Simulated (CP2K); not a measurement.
Acylium has these distinct C atoms: C1 (bonded to C and 3 H) and C2 (bonded to C and O).

```xyz
6

C    -0.4843   -0.0012   -0.0132
C     0.9350    0.0052    0.0238
O     2.0644    0.0068    0.0536
H    -0.8167   -0.7833   -0.7206
H    -0.8622   -0.2198    1.0029
H    -0.8361    0.9923   -0.3465
```

Their partial C K spectra (CP2K XAS_TDP, all-electron GAPW, PBEh(45%), aug-cc-pVTZ, TDA, GW2X-corrected core level, no relativity) are given in random order, each times the number of alike atoms.

Gaussian full width 0.5 eV, oscillator strength per eV, alike atoms added, rows of zeros left out:

```
E (eV)  curve 1  curve 2
288.25    0.000    0.001
288.50    0.000    0.001
289.00    0.002    0.000
289.25    0.040    0.000
289.50    0.211    0.000
289.75    0.281    0.000
290.00    0.096    0.000
290.25    0.008    0.000
290.75    0.000    0.003
291.00    0.000    0.024
291.25    0.000    0.056
291.50    0.000    0.033
291.75    0.000    0.007
292.00    0.000    0.019
292.25    0.000    0.054
292.50    0.000    0.053
292.75    0.000    0.106
293.00    0.000    0.168
293.25    0.000    0.073
293.50    0.000    0.008
294.00    0.000    0.001
294.25    0.000    0.004
294.50    0.000    0.005
294.75    0.000    0.003
295.00    0.000    0.001
296.00    0.000    0.003
296.25    0.000    0.013
296.50    0.000    0.014
296.75    0.000    0.005
297.00    0.000    0.014
297.25    0.000    0.034
297.50    0.000    0.023
297.75    0.000    0.004
298.25    0.003    0.000
298.50    0.009    0.001
298.75    0.007    0.008
299.00    0.002    0.014
299.25    0.002    0.007
299.50    0.010    0.002
299.75    0.025    0.001
300.00    0.016    0.004
300.25    0.003    0.014
300.50    0.000    0.017
300.75    0.002    0.010
301.00    0.009    0.014
301.25    0.013    0.035
```

Which curve belongs to which atom?

Curve 1: C2 (bonded to C and O), leading line at 289.68 eV (f = 0.160 an atom), ionisation energy 304.84 eV, term value 15.16 eV. Curve 2: C1 (bonded to C and 3 H), leading line at 292.97 eV (f = 0.090 an atom), ionisation energy 299.94 eV, term value 6.97 eV. The leading line of an atom is its first one with 35 % of the strongest within 2.5 eV of its lowest line over the strength cut. A line lies at the core ionisation energy, which rises as an atom loses charge to its neighbours or to a π system, less the term value, which is large for a low π* or σ* orbital with weight on that atom.

[Banner, clock and machine lines of the logs are left out without a mark of their own.]

[Logs are printed without paths, hosts, clocks, repeated set-up lines and the standing remarks that a program may print on its own settings, such as how far it seeks lower states.]

[Hosts, paths, dates, database ids (printed as entryN), source tags and the programs' standing remarks are cut or masked in the printed files.]
